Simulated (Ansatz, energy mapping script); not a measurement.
# NiO: exchange couplings from total energies, part 2 of 2

Wanted: the magnetic order of NiO, its couplings and an estimate of its ordering temperature, by LDA.

LDA; plane waves, collinear spin, no spin–orbit coupling.

So far. Step 2 (Run 1 (parallel; cell A, 4 atoms)): The run ends non-magnetic, not as typed: a moment turned or collapsed in the SCF or in the program's search for a lower state. Step 3 (Parallel start in cell B (4 atoms)): The run ends antiferromagnetic, not as typed: a moment turned or collapsed in the SCF or in the program's search for a lower state.

### Step 4. Parallel start in cell C (6 atoms)

A new cell needs its own zero of energy.

Contents of input.yaml:

```yaml
crystal:
  lattice:
    - [0.0, 2.085901641, 2.085901641]
    - [-2.085901641, 0.0, -2.085901641]
    - [-4.171803282, -4.171803282, 4.171803282]
  atoms:
    - { symbol: Ni, position: [0.0, 0.0, 0.0], spin: 2.0 }
    - { symbol: Ni, position: [0.333333333, 0.666666667, 0.666666667], spin: 2.0 }
    - { symbol: Ni, position: [0.666666667, 0.333333333, 0.333333333], spin: 2.0 }
    - { symbol: O, position: [0.666666667, 0.333333333, 0.833333333] }
    - { symbol: O, position: [0.0, 0.0, 0.5] }
    - { symbol: O, position: [0.333333333, 0.666666667, 0.166666667] }
magnetization:
  spin_polarized: true
kpoints:
  mp_grid: { grid: [10, 10, 4] }
hamiltonian:
  xc: lda
scf:
  occupations: { method: fermi_dirac, width: 0.05 }
output:
  eigenvalues: true
```

Started as:

```bash
ansatz run input.yaml --threads 4 --pin off --max-ram 8192MiB --backend cpu --events-out ev --progress --plain --runs-dir out
```

Numbers of over 12 decimals in the logs are rounded to 6 here.

The program printed:

```text
[...]
Crystal: 6 atoms, lattice volume = 54.454 Å³
Basis set: ecut = 420 eV, 1057 PW (Γ)
Bands: 47, of which v1, the nominal top of the filled ones, is band 36 counted from 1 (35 counted from 0)
Symmetry: 36 space group operations
[...]
k-points: 50 of 400
[...]
Starting moments: Σ|m| = 6 μB on 3 of 6 sites
[...]
k-point 0 ↑: bands = [... 32 lower, 13.1136, 13.1136, 13.3405, 14.7423, 14.7423, 15.4488, 15.4488, 15.7621, ... 7 higher]
  k-point 1 ↑: bands = [... 32 lower, 13.1639, 13.1639, 13.4588, 14.4254, 14.4254, 15.6053, 15.6053, 16.2565, ... 7 higher]
  k-point 2 ↑: bands = [... 32 lower, 13.2649, 13.2649, 13.5443, 14.0509, 14.0509, 15.7122, 15.7122, 17.2707, ... 7 higher]
  k-point 49 ↓: bands = [... 32 lower, 13.0168, 13.1605, 13.4743, 13.5179, 13.7053, 14.5626, 14.8278, 22.1965, ... 7 higher]
[key lines of the parts left out:]
SCF converged after 2 iterations
Magnetization: -1.8975 μB (35.0512 up, 36.9488 down)
Free energy (F): -18981.372723 eV
Fermi energy:    13.968015 eV
```

It took 45 s on 4 threads of Arm Neoverse V1, shared host; peak memory 1.1 GiB.

The run ends ferrimagnetic, not as typed: a moment turned or collapsed in the SCF or in the program's search for a lower state.

### Step 5. Run 4 (parallel; cell D, 6 atoms)

The parallel order again, as the reference for this cell.

This run holds the same structure in another cell (c 7.226 → 6.596 Å, α 90.0 → 102.9°, β 90.0 → 102.9°, γ 120.0 → 90.0°).

Contents of input.yaml:

```yaml
crystal:
  lattice:
    - [0.0, 2.085901641, 2.085901641]
    - [0.0, 2.085901641, -2.085901641]
    - [-6.257704923, -2.085901641, 0.0]
  atoms:
    - { symbol: Ni, position: [0.0, 0.0, 0.0], spin: 2.0 }
    - { symbol: Ni, position: [0.333333333, 0.333333333, 0.666666667], spin: 2.0 }
    - { symbol: Ni, position: [0.666666667, 0.666666667, 0.333333333], spin: 2.0 }
    - { symbol: O, position: [0.833333333, 0.833333333, 0.666666667] }
    - { symbol: O, position: [0.166666667, 0.166666667, 0.333333333] }
    - { symbol: O, position: [0.5, 0.5, 0.0] }
magnetization:
  spin_polarized: true
kpoints:
  mp_grid: { grid: [9, 9, 9] }
hamiltonian:
  xc: lda
scf:
  occupations: { method: fermi_dirac, width: 0.05 }
output:
  eigenvalues: true
```

The program printed:

```text
[...]
Crystal: 6 atoms, lattice volume = 54.454 Å³
Basis set: ecut = 420 eV, 1049 PW (Γ)
Bands: 47, of which v1, the nominal top of the filled ones, is band 36 counted from 1 (35 counted from 0)
Symmetry: 48 space group operations
[...]
k-points: 75 of 729
[...]
Starting moments: Σ|m| = 6 μB on 3 of 6 sites
[...]
k-point 0 ↑: bands = [... 32 lower, 13.0204, 13.2160, 13.2160, 13.5137, 13.5137, 13.5584, 14.0164, 15.6653, ... 7 higher]
  k-point 1 ↑: bands = [... 32 lower, 13.0229, 13.2056, 13.2056, 13.5012, 13.5012, 13.5593, 13.9977, 15.8036, ... 7 higher]
  k-point 2 ↑: bands = [... 32 lower, 13.0288, 13.1746, 13.1746, 13.4673, 13.4673, 13.5724, 13.9457, 16.2025, ... 7 higher]
  k-point 74 ↓: bands = [... 32 lower, 13.0951, 13.2864, 13.2910, 13.5144, 13.5670, 13.8053, 14.2412, 20.3021, ... 7 higher]
[key lines of the parts left out:]
SCF converged after 2 iterations
Magnetization: -0.3119 μB (35.8440 up, 36.1560 down)
Free energy (F): -18981.133780 eV
Fermi energy:    13.986205 eV
```

It took 66 s on 4 threads; peak memory 1.5 GiB.

The run ends ferrimagnetic, not as typed: a moment turned or collapsed in the SCF or in the program's search for a lower state.

### Step 6. Order 5: parallel, cell E of 6 atoms

A new cell needs its own zero of energy.

This run holds the same structure in another cell (b 2.950 → 4.172 Å, c 6.596 → 5.109 Å, α 102.9 → 114.1°, β 102.9 → 106.8°).

input.yaml, the sections that differ from step 5:

```yaml
crystal:
  lattice:
    - [0.0, -2.085901641, -2.085901641]
    - [-4.171803282, 0.0, 0.0]
    - [2.085901641, 4.171803282, -2.085901641]
  atoms:
    - { symbol: Ni, position: [0.666666667, 0.666666667, 0.333333333], spin: 2.0 }
    - { symbol: Ni, position: [0.333333333, 0.333333333, 0.666666667], spin: 2.0 }
    - { symbol: Ni, position: [0.0, 0.0, 0.0], spin: 2.0 }
    - { symbol: O, position: [0.666666667, 0.166666667, 0.333333333] }
    - { symbol: O, position: [0.333333333, 0.833333333, 0.666666667] }
    - { symbol: O, position: [0.0, 0.5, 0.0] }
# magnetization, kpoints, hamiltonian, scf, output: as in step 5
```

The program printed:

```text
[...]
Crystal: 6 atoms, lattice volume = 54.454 Å³
Basis set: ecut = 420 eV, 1045 PW (Γ)
Bands: 47, of which v1, the nominal top of the filled ones, is band 36 counted from 1 (35 counted from 0)
Symmetry: 24 space group operations
[...]
k-points: 125 of 729
[...]
Starting moments: Σ|m| = 6 μB on 3 of 6 sites
[...]
k-point 0 ↑: bands = [... 32 lower, 12.9677, 12.9908, 13.1937, 13.4614, 13.8983, 14.0003, 14.8477, 15.6425, ... 7 higher]
  k-point 1 ↑: bands = [... 32 lower, 12.9803, 13.0580, 13.2031, 13.4518, 13.7625, 13.8879, 14.9901, 15.9109, ... 7 higher]
  k-point 2 ↑: bands = [... 32 lower, 12.9492, 13.1611, 13.2247, 13.4246, 13.4252, 13.8525, 15.1483, 16.5944, ... 7 higher]
  k-point 124 ↓: bands = [... 32 lower, 13.4929, 13.5682, 13.8768, 14.3250, 14.8638, 15.4929, 15.4964, 19.5996, ... 7 higher]
[key lines of the parts left out:]
SCF converged after 2 iterations
Magnetization: 0.8943 μB (36.4472 up, 35.5528 down)
Free energy (F): -18981.194939 eV
Fermi energy:    13.993705 eV
```

It took 1.7 min on 4 threads; peak memory 2.2 GiB; 6.8 min of CPU time.

The run ends ferrimagnetic, not as typed: a moment turned or collapsed in the SCF or in the program's search for a lower state.

### Step 7. Mapping onto a Heisenberg model

Each energy difference is a sum of couplings weighted by the pairs that the order reverses. A few near shells are fitted to the differences by least squares. Energies are those extrapolated to zero occupation width, not the free energies F.

The orders side by side; each is measured from the parallel order in the same cell and on the same mesh:

| order | atoms | energy (meV a magnetic atom) | moments (μB) | moments kept as typed |
| --- | --- | --- | --- | --- |
| parallel in cell A (typed; ended non-magnetic) | 4 | - | 0.00 | no |
| parallel in cell B (typed; ended antiferromagnetic) | 4 | - | 1.20 | no |
| parallel in cell C (typed; ended ferrimagnetic) | 6 | - | 1.08 to 1.28 | no |
| parallel in cell D (typed; ended ferrimagnetic) | 6 | - | 0.55 to 0.84 | no |
| parallel in cell E (typed; ended ferrimagnetic) | 6 | - | 0.88 to 1.03 | no |

No pair of orders in one cell converged with its signs kept, so no coupling can be fitted.

### Step 8. Summary of results

| Quantity | Value |
| --- | --- |
| couplings | not obtained |

In words: Only parallel starts were run, since none kept its moments as typed; they end non-magnetic, antiferromagnetic and ferrimagnetic.

[Logs and program files are shortened in this print: banners, set-up blocks, solver, clock and traceback lines can be left out without a mark of their own.]

[Logs are printed without paths, hosts, clocks, repeated set-up lines and the standing remarks that a program may print on its own settings, such as how far it seeks lower states.]

[Hosts, paths, dates, database ids (printed as entryN), source tags and the programs' standing remarks are cut or masked in the printed files.]

[Where a cell is said to come from a database of computed structures, the database is the Materials Project.]
